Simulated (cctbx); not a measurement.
**Absolute structure of Ca14NbCu**

Space group P-6m2 (no. 187), a = 7.2350 Å, b = 7.2350 Å, c = 11.6740 Å, α = 90.00°, β = 90.00°, γ = 120.00°.

```
atom  mult.       x       y       z  Ueq (Å²)
 Nb1      1       0       0       0    0.0040
 Cu1      1       0       0     1/2    0.0053
 Ca1      2     2/3     1/3  0.7510    0.0047
 Ca2      6  0.6741  0.8370  0.7464    0.0038
 Ca3      3  0.5022  0.4978     1/2    0.0045
 Ca4      3  0.4975  0.5025       0    0.0050
```

The model was made for the exercise: a known structure type with other elements put in, its volume estimated, not relaxed; displacement parameters are assumed.

Data sets are simulated with cctbx and refined with Bijvoet mates kept apart; Flack x is then fitted as the share of an inverted twin with the atoms fixed, Hooft y from the Bijvoet differences. The group is acentric but holds improper operations, so there is an absolute structure (orientation) and no hand.

Untwinned crystal. What Flack and Hooft values should come out?

| λ (Å) | extinction (unmodelled) | d min (Å) | top counts | error (%) | model | R1 | Flack x | s.u. | Hooft y | s.u. | pairs |
| --- | --- | --- | --- | --- | --- | --- | --- | --- | --- | --- | --- |
| 0.71073 | 0 | 0.77 | 40000 | 6 | as given | 0.0182 | -0.01 | 0.03 | -0.002 | 0.031 | 234 |
| 0.71073 | 0 | 0.77 | 40000 | 6 | inverted | 0.0300 | 1.01 | 0.03 | 1.003 | 0.031 | 234 |
| 1.54184 | 0 | 0.83 | 20000 | 2 | as given | 0.0104 | 0.00 | 0.03 | -0.036 | 0.025 | 186 |

With Mo Kα, x is within 3 s.u. of 0, so the absolute structure is right. With Cu Kα, x is within 3 s.u. of 0, so the absolute structure is right. Inverting the model turns x into about 1 − x.

A further crystal gives:

| λ (Å) | extinction (unmodelled) | d min (Å) | top counts | error (%) | model | R1 | Flack x | s.u. | Hooft y | s.u. | pairs |
| --- | --- | --- | --- | --- | --- | --- | --- | --- | --- | --- | --- |
| 0.71073 | 0 | 0.65 | 5000 | 6 | as given | 0.0304 | 0.26 | 0.05 | 0.262 | 0.055 | 379 |

**Question.** What is it?

It was simulated as an inversion twin with a fraction 0.3 of the inverted domain. Flack x is over 3 s.u. from both 0 and 1 and reads that fraction.

[Logs are printed without paths, hosts, clocks, repeated set-up lines and the standing remarks that a program may print on its own settings, such as how far it seeks lower states.]
